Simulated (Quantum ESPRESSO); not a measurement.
# Dielectric function and optical constants of SrO, part 2 of 3

Aim: the dielectric function of SrO, and the optical constants that follow from it. The cell comes from an older database entry, whose edges can differ from later determinations, mostly by under a per cent.

Quantum ESPRESSO 7.5; DFT, PBE, plane waves with norm-conserving potentials (PseudoDojo), scalar-relativistic, independent-particle optical response without local fields and without the non-local commutator.

So far. Step 2 (Ground state): There is a gap, 3.32 eV on this mesh (points off the mesh can give less), so no carriers' term is needed.

The database entry behind the starting cell differs from later determinations by our own check (about 0.5 % short), so it need not match the best structure at ambient conditions.

## Step 3: Ground state with the final occupations

Level of this step: DFT, PBE, plane waves with norm-conserving potentials (PseudoDojo), scalar-relativistic, ground state (Quantum ESPRESSO).

The ground state once more, with the occupations that the first run showed to fit.

Input file scf.in:

```
&control
  calculation = 'scf'
  prefix = 'x'
  outdir = './tmp'
  pseudo_dir = './'
  verbosity = 'high'
/
&system
  ibrav = 0
  nat = 2
  ntyp = 2
  ecutwfc = 90
  occupations = 'fixed'
/
&electrons
  conv_thr = 1e-09
  electron_maxstep = 100
/
ATOMIC_SPECIES
  Sr 1.0 Sr.upf
  O 1.0 O.upf
CELL_PARAMETERS angstrom
  0.000000000000 2.566300000000 2.566300000000
  2.566300000000 0.000000000000 2.566300000000
  2.566300000000 2.566300000000 0.000000000000
ATOMIC_POSITIONS crystal
  Sr 0.500000000000 0.500000000000 0.500000000000
  O 0.000000000000 0.000000000000 0.000000000000
K_POINTS automatic
  8 8 8 0 0 0
```

Launch:

```
> mpirun -n 4 pw.x -nk 4 -in scf.in
```

Output:

```text
[banner, memory and clock lines left out]

     using ibrav=0 with symmetry is DISCOURAGED, use correct ibrav instead

     G-vector sticks info

     bravais-lattice index     =            0
     lattice parameter (alat)  =       6.8584  a.u.
     unit-cell volume          =     228.1124 (a.u.)^3
     number of atoms/cell      =            2
     number of atomic types    =            2
     number of electrons       =        16.00
     number of Kohn-Sham states=            8
     kinetic-energy cutoff     =      90.0000  Ry
     charge density cutoff     =     360.0000  Ry
     scf convergence threshold =      1.0E-09
     mixing beta               =       0.7000
     number of iterations used =            8  plain     mixing
     Exchange-correlation= PBE
                           (   1   4   3   4   0   0   0)

     celldm(1)=   6.858376  celldm(2)=   0.000000  celldm(3)=   0.000000
     celldm(4)=   0.000000  celldm(5)=   0.000000  celldm(6)=   0.000000

     crystal axes: (cart. coord. in units of alat)
               a(1) = (   0.000000   0.707107   0.707107 )
               a(2) = (   0.707107   0.000000   0.707107 )
               a(3) = (   0.707107   0.707107   0.000000 )

     reciprocal axes: (cart. coord. in units 2 pi/alat)
               b(1) = ( -0.707107  0.707107  0.707107 )
               b(2) = (  0.707107 -0.707107  0.707107 )
               b(3) = (  0.707107  0.707107 -0.707107 )

     ./Sr.upf
     Pseudo is Norm-conserving + core correction, Zval = 10.0
     Generated using ONCVPSP code by D. R. Hamann
     Using radial grid of 1834 points,  6 beta functions with:
                l(1) =   0
                l(2) =   0
                l(3) =   1
                l(4) =   1
                l(5) =   2
                l(6) =   2

     ./O.upf
     Pseudo is Norm-conserving + core correction, Zval =  6.0
     Generated using ONCVPSP code by D. R. Hamann
     Using radial grid of  936 points,  5 beta functions with:
                l(1) =   0
                l(2) =   0
                l(3) =   1
                l(4) =   1
                l(5) =   2

     atomic species   valence    mass     pseudopotential
     Sr               10.00     1.00000     Sr( 1.00)
     O                 6.00     1.00000     O ( 1.00)

     48 Sym. Ops., with inversion, found

                                    s                        frac. trans.

     [... symmetry matrices left out ...]
   Cartesian axes

     site n.     atom                  positions (alat units)
         1        Sr     tau(   1) = (   0.7071068   0.7071068   0.7071068  )
         2        O      tau(   2) = (   0.0000000   0.0000000   0.0000000  )

   Crystallographic axes

     site n.     atom                  positions (cryst. coord.)
         1        Sr     tau(   1) = (  0.5000000  0.5000000  0.5000000  )
         2        O      tau(   2) = (  0.0000000  0.0000000  0.0000000  )

     number of k points=    29
                       cart. coord. in units 2pi/alat
        k(    1) = (   0.0000000   0.0000000   0.0000000), wk =   0.0039062
        k(    2) = (   0.0883883   0.0883883  -0.0883883), wk =   0.0312500
        k(    3) = (   0.1767767   0.1767767  -0.1767767), wk =   0.0312500
        k(    4) = (   0.2651650   0.2651650  -0.2651650), wk =   0.0312500
        k(    5) = (  -0.3535534  -0.3535534   0.3535534), wk =   0.0156250
        k(    6) = (   0.1767767   0.0000000   0.0000000), wk =   0.0234375
        k(    7) = (   0.2651650   0.0883883  -0.0883883), wk =   0.0937500
        k(    8) = (   0.3535534   0.1767767  -0.1767767), wk =   0.0937500
        k(    9) = (  -0.2651650  -0.4419417   0.4419417), wk =   0.0937500
        k(   10) = (  -0.1767767  -0.3535534   0.3535534), wk =   0.0937500
        k(   11) = (  -0.0883883  -0.2651650   0.2651650), wk =   0.0937500
        k(   12) = (   0.0000000  -0.1767767   0.1767767), wk =   0.0468750
        k(   13) = (   0.3535534   0.0000000   0.0000000), wk =   0.0234375
        k(   14) = (   0.4419417   0.0883883  -0.0883883), wk =   0.0937500
        k(   15) = (  -0.1767767  -0.5303301   0.5303301), wk =   0.0937500
        k(   16) = (  -0.0883883  -0.4419417   0.4419417), wk =   0.0937500
[...]
cryst. coord.
[...]
k(   22) = (   0.1250000   0.2500000   0.3750000), wk =   0.0937500
        k(   23) = (   0.1250000   0.2500000  -0.5000000), wk =   0.1875000
        k(   24) = (   0.1250000   0.2500000  -0.3750000), wk =   0.0937500
        k(   25) = (   0.1250000   0.3750000  -0.5000000), wk =   0.0937500
        k(   26) = (   0.1250000   0.3750000  -0.3750000), wk =   0.1875000
        k(   27) = (   0.1250000   0.3750000  -0.2500000), wk =   0.0937500
        k(   28) = (   0.1250000  -0.5000000  -0.3750000), wk =   0.0468750
        k(   29) = (   0.2500000  -0.5000000  -0.2500000), wk =   0.0234375

     Dense  grid:    26301 G-vectors     FFT dimensions: (  45,  45,  45)

     Initial potential from superposition of free atoms

     starting charge      15.9917, renormalised to      16.0000
     Starting wfcs are    9 randomized atomic wfcs

     Self-consistent Calculation

     iteration #  1     ecut=    90.00 Ry     beta= 0.70
     Davidson diagonalization with overlap

            54 MiB given to the printing process from OS
            23 MiB allocation reported by mallinfo(arena+hblkhd)
------------------
     ethr =  1.00E-02,  avg # of iterations =  2.0

     total energy              =    -101.39889202 Ry
     estimated scf accuracy    <       0.69671943 Ry

     iteration #  2     ecut=    90.00 Ry     beta= 0.70
     Davidson diagonalization with overlap

            65 MiB given to the printing process from OS
            30 MiB allocation reported by mallinfo(arena+hblkhd)
------------------
     ethr =  4.35E-03,  avg # of iterations =  4.0

     total energy              =    -101.42446873 Ry
     estimated scf accuracy    <       2.07206841 Ry

     iteration #  3     ecut=    90.00 Ry     beta= 0.70
     Davidson diagonalization with overlap

            66 MiB given to the printing process from OS
            31 MiB allocation reported by mallinfo(arena+hblkhd)
------------------
     ethr =  4.35E-03,  avg # of iterations =  3.5

     total energy              =    -101.77792038 Ry
     estimated scf accuracy    <       0.00383363 Ry

     iteration #  4     ecut=    90.00 Ry     beta= 0.70
     Davidson diagonalization with overlap

            67 MiB given to the printing process from OS
            32 MiB allocation reported by mallinfo(arena+hblkhd)
------------------
     ethr =  2.40E-05,  avg # of iterations =  4.6

     total energy              =    -101.78182930 Ry
     estimated scf accuracy    <       0.01419433 Ry

     iteration #  5     ecut=    90.00 Ry     beta= 0.70
     Davidson diagonalization with overlap

            68 MiB given to the printing process from OS
            33 MiB allocation reported by mallinfo(arena+hblkhd)
------------------
     ethr =  2.40E-05,  avg # of iterations =  2.2

     total energy              =    -101.78233604 Ry
     estimated scf accuracy    <       0.00215080 Ry

     iteration #  6     ecut=    90.00 Ry     beta= 0.70
     Davidson diagonalization with overlap

            69 MiB given to the printing process from OS
            34 MiB allocation reported by mallinfo(arena+hblkhd)
------------------
     ethr =  1.34E-05,  avg # of iterations =  2.1

     total energy              =    -101.78251131 Ry
     estimated scf accuracy    <       0.00020515 Ry

     iteration #  7     ecut=    90.00 Ry     beta= 0.70
     Davidson diagonalization with overlap

            69 MiB given to the printing process from OS
            34 MiB allocation reported by mallinfo(arena+hblkhd)
------------------
     ethr =  1.28E-06,  avg # of iterations =  3.9

     total energy              =    -101.78264152 Ry
     estimated scf accuracy    <       0.00024941 Ry

     iteration #  8     ecut=    90.00 Ry     beta= 0.70
     Davidson diagonalization with overlap

            70 MiB given to the printing process from OS
            35 MiB allocation reported by mallinfo(arena+hblkhd)
------------------
     ethr =  1.28E-06,  avg # of iterations =  2.0

     total energy              =    -101.78263563 Ry
     estimated scf accuracy    <       0.00005266 Ry

     iteration #  9     ecut=    90.00 Ry     beta= 0.70
     Davidson diagonalization with overlap

            71 MiB given to the printing process from OS
            36 MiB allocation reported by mallinfo(arena+hblkhd)
------------------
     ethr =  3.29E-07,  avg # of iterations =  2.8

     total energy              =    -101.78264854 Ry
     estimated scf accuracy    <       0.00000055 Ry

     iteration # 10     ecut=    90.00 Ry     beta= 0.70
     Davidson diagonalization with overlap

            72 MiB given to the printing process from OS
            37 MiB allocation reported by mallinfo(arena+hblkhd)
------------------
     ethr =  3.42E-09,  avg # of iterations =  3.5

     total energy              =    -101.78264890 Ry
     estimated scf accuracy    <       0.00000018 Ry

     iteration # 11     ecut=    90.00 Ry     beta= 0.70
     Davidson diagonalization with overlap

            72 MiB given to the printing process from OS
            37 MiB allocation reported by mallinfo(arena+hblkhd)
------------------
     ethr =  1.09E-09,  avg # of iterations =  1.9

     total energy              =    -101.78264892 Ry
     estimated scf accuracy    <       0.00000002 Ry

     iteration # 12     ecut=    90.00 Ry     beta= 0.70
     Davidson diagonalization with overlap

            72 MiB given to the printing process from OS
            37 MiB allocation reported by mallinfo(arena+hblkhd)
------------------
     ethr =  1.24E-10,  avg # of iterations =  4.7

     total energy              =    -101.78264887 Ry
     estimated scf accuracy    <       0.00000033 Ry

     iteration # 13     ecut=    90.00 Ry     beta= 0.70
     Davidson diagonalization with overlap

            72 MiB given to the printing process from OS
            37 MiB allocation reported by mallinfo(arena+hblkhd)
------------------
     ethr =  1.24E-10,  avg # of iterations =  4.6

     total energy              =    -101.78264891 Ry
     estimated scf accuracy    <          6.3E-09 Ry

     iteration # 14     ecut=    90.00 Ry     beta= 0.70
     Davidson diagonalization with overlap

            72 MiB given to the printing process from OS
            37 MiB allocation reported by mallinfo(arena+hblkhd)
------------------
     ethr =  3.92E-11,  avg # of iterations =  1.3

     total energy              =    -101.78264891 Ry
     estimated scf accuracy    <          3.3E-09 Ry

     iteration # 15     ecut=    90.00 Ry     beta= 0.70
     Davidson diagonalization with overlap

            72 MiB given to the printing process from OS
            37 MiB allocation reported by mallinfo(arena+hblkhd)
------------------
     ethr =  2.08E-11,  avg # of iterations =  2.0

     total energy              =    -101.78264891 Ry
     estimated scf accuracy    <          1.1E-09 Ry

     iteration # 16     ecut=    90.00 Ry     beta= 0.70
     Davidson diagonalization with overlap

            72 MiB given to the printing process from OS
            37 MiB allocation reported by mallinfo(arena+hblkhd)
------------------
     ethr =  6.88E-12,  avg # of iterations =  2.3

     End of self-consistent calculation

          k = 0.0000 0.0000 0.0000 (  3287 PWs)   bands (ev):

   -24.2056  -6.9323  -5.8334  -5.8334  -5.8334   8.0944   8.0944   8.0944

     occupation numbers
     1.0000   1.0000   1.0000   1.0000   1.0000   1.0000   1.0000   1.0000

          k = 0.0884 0.0884-0.0884 (  3305 PWs)   bands (ev):

   -24.1853  -7.2997  -5.8458  -5.8458  -5.5165   7.6488   7.9013   7.9013

     occupation numbers
     1.0000   1.0000   1.0000   1.0000   1.0000   1.0000   1.0000   1.0000

          k = 0.1768 0.1768-0.1768 (  3305 PWs)   bands (ev):

   -24.1356  -7.8765  -5.8753  -5.8753  -5.0623   6.8329   7.4837   7.4837

     occupation numbers
     1.0000   1.0000   1.0000   1.0000   1.0000   1.0000   1.0000   1.0000

          k = 0.2652 0.2652-0.2652 (  3284 PWs)   bands (ev):

   -24.0852  -8.3080  -5.9043  -5.9043  -4.7536   6.1870   7.1175   7.1175

     occupation numbers
     1.0000   1.0000   1.0000   1.0000   1.0000   1.0000   1.0000   1.0000

          k =-0.3536-0.3536 0.3536 (  3274 PWs)   bands (ev):

   -24.0641  -8.4656  -5.9161  -5.9161  -4.6470   5.9477   6.9773   6.9773

     occupation numbers
     1.0000   1.0000   1.0000   1.0000   1.0000   1.0000   1.0000   1.0000

          k = 0.1768 0.0000 0.0000 (  3295 PWs)   bands (ev):

   -24.1786  -7.3343  -5.8892  -5.8892  -5.4425   7.3432   8.0282   8.0282

     occupation numbers
     1.0000   1.0000   1.0000   1.0000   1.0000   1.0000   1.0000   1.0000

     [... further k points left out ...]

     highest occupied level (ev):     8.0944

!    total energy              =    -101.78264891 Ry
     estimated scf accuracy    <          2.7E-10 Ry

     The total energy is the sum of the following terms:
     one-electron contribution =     -15.31998967 Ry
     hartree contribution      =      16.60568931 Ry
     xc contribution           =     -25.29816727 Ry
     ewald contribution        =     -77.77018127 Ry

     convergence has been achieved in  16 iterations

     XML data file, charge density, pseudopotentials, collected wavefunctions

                                        0.00s GPU  (     499 calls)
```

Elapsed: 9.4 s, on 4 MPI ranks of Arm Neoverse V1, shared host; peak memory 0.07 GiB.

## Step 4: Bands on the whole mesh, 12×12×12

The response needs many more empty bands than the density does.

This step: DFT, PBE, plane waves with norm-conserving potentials (PseudoDojo), scalar-relativistic, bands at fixed density (Quantum ESPRESSO 7.5).

nscf.in, as its differences from scf.in of step 3:

```diff
@@ -1,3 +1,3 @@
 &control
-  calculation = 'scf'
+  calculation = 'nscf'
   prefix = 'x'
@@ -5,3 +5,2 @@
   pseudo_dir = './'
-  verbosity = 'high'
 /
@@ -13,2 +12,5 @@
   occupations = 'fixed'
+  nbnd = 24
+  nosym = .true.
+  noinv = .true.
 /
@@ -17,2 +19,3 @@
   electron_maxstep = 100
+  diago_full_acc = .true.
 /
@@ -29,2 +32,2 @@
 K_POINTS automatic
-  8 8 8 0 0 0
+  12 12 12 0 0 0
```

Launch:

```
> mpirun -n 4 pw.x -nk 4 -in nscf.in
```

Output:

```text
[banner, memory and clock lines left out]

     Atomic positions and unit cell read from directory:

     G-vector sticks info

     bravais-lattice index     =            0
     lattice parameter (alat)  =       6.8584  a.u.
     unit-cell volume          =     228.1124 (a.u.)^3
     number of atoms/cell      =            2
     number of atomic types    =            2
     number of electrons       =        16.00
     number of Kohn-Sham states=           24
     kinetic-energy cutoff     =      90.0000  Ry
     charge density cutoff     =     360.0000  Ry
     Exchange-correlation= PBE
                           (   1   4   3   4   0   0   0)

     celldm(1)=   6.858376  celldm(2)=   0.000000  celldm(3)=   0.000000
     celldm(4)=   0.000000  celldm(5)=   0.000000  celldm(6)=   0.000000

     crystal axes: (cart. coord. in units of alat)
               a(1) = (   0.000000   0.707107   0.707107 )
               a(2) = (   0.707107   0.000000   0.707107 )
               a(3) = (   0.707107   0.707107   0.000000 )

     reciprocal axes: (cart. coord. in units 2 pi/alat)
               b(1) = ( -0.707107  0.707107  0.707107 )
               b(2) = (  0.707107 -0.707107  0.707107 )
               b(3) = (  0.707107  0.707107 -0.707107 )

     ./Sr.upf
     Pseudo is Norm-conserving + core correction, Zval = 10.0
     Generated using ONCVPSP code by D. R. Hamann
     Using radial grid of 1834 points,  6 beta functions with:
                l(1) =   0
                l(2) =   0
                l(3) =   1
                l(4) =   1
                l(5) =   2
                l(6) =   2

     ./O.upf
     Pseudo is Norm-conserving + core correction, Zval =  6.0
     Generated using ONCVPSP code by D. R. Hamann
     Using radial grid of  936 points,  5 beta functions with:
                l(1) =   0
                l(2) =   0
                l(3) =   1
                l(4) =   1
                l(5) =   2

     atomic species   valence    mass     pseudopotential
     Sr               10.00     1.00000     Sr( 1.00)
     O                 6.00     1.00000     O ( 1.00)

     No symmetry found

   Cartesian axes

     site n.     atom                  positions (alat units)
         1        Sr     tau(   1) = (   0.7071068   0.7071068   0.7071068  )
         2        O      tau(   2) = (   0.0000000   0.0000000   0.0000000  )

     number of k points=  1728

     Number of k-points >= 100: set verbosity='high' to print them.

     Dense  grid:    26301 G-vectors     FFT dimensions: (  45,  45,  45)

     The potential is recalculated from file :

     Starting wfcs are    9 randomized atomic wfcs +   15 random wfcs

     Band Structure Calculation
     Davidson diagonalization with overlap

     ethr =  6.25E-12,  avg # of iterations = 33.4

     End of band structure calculation

     Number of k-points >= 100: set verbosity='high' to print the bands.

     highest occupied, lowest unoccupied level (ev):     8.0942   11.4139

     XML data file, pseudopotentials, collected wavefunctions

                                        0.00s GPU  (   15504 calls)

[... left out ...]
ulation
     Davidson diagonalization with overlap

     ethr =  6.25E-12,  avg # of iterations = 33.4

     End of band structure calculation

     Number of k-points >= 100: set verbosity='high' to print the bands.

     highest occupied, lowest unoccupied level (ev):     8.0942   11.4139

     XML data file, pseudopotentials, collected wavefunctions

                                        0.00s GPU  (   15504 calls)
```

The job ended after 9 min (4 MPI ranks; peak memory 0.06 GiB; 36 min of CPU time).

(Part 2 of 3 ends here.)

[Machine, clock, banner and «Message from routine» lines are left out of the logs.]

[Logs are printed without paths, hosts, clocks, repeated set-up lines and the standing remarks that a program may print on its own settings, such as how far it seeks lower states.]

[Hosts, paths, dates, database ids (printed as entryN), source tags and the programs' standing remarks are cut or masked in the printed files.]
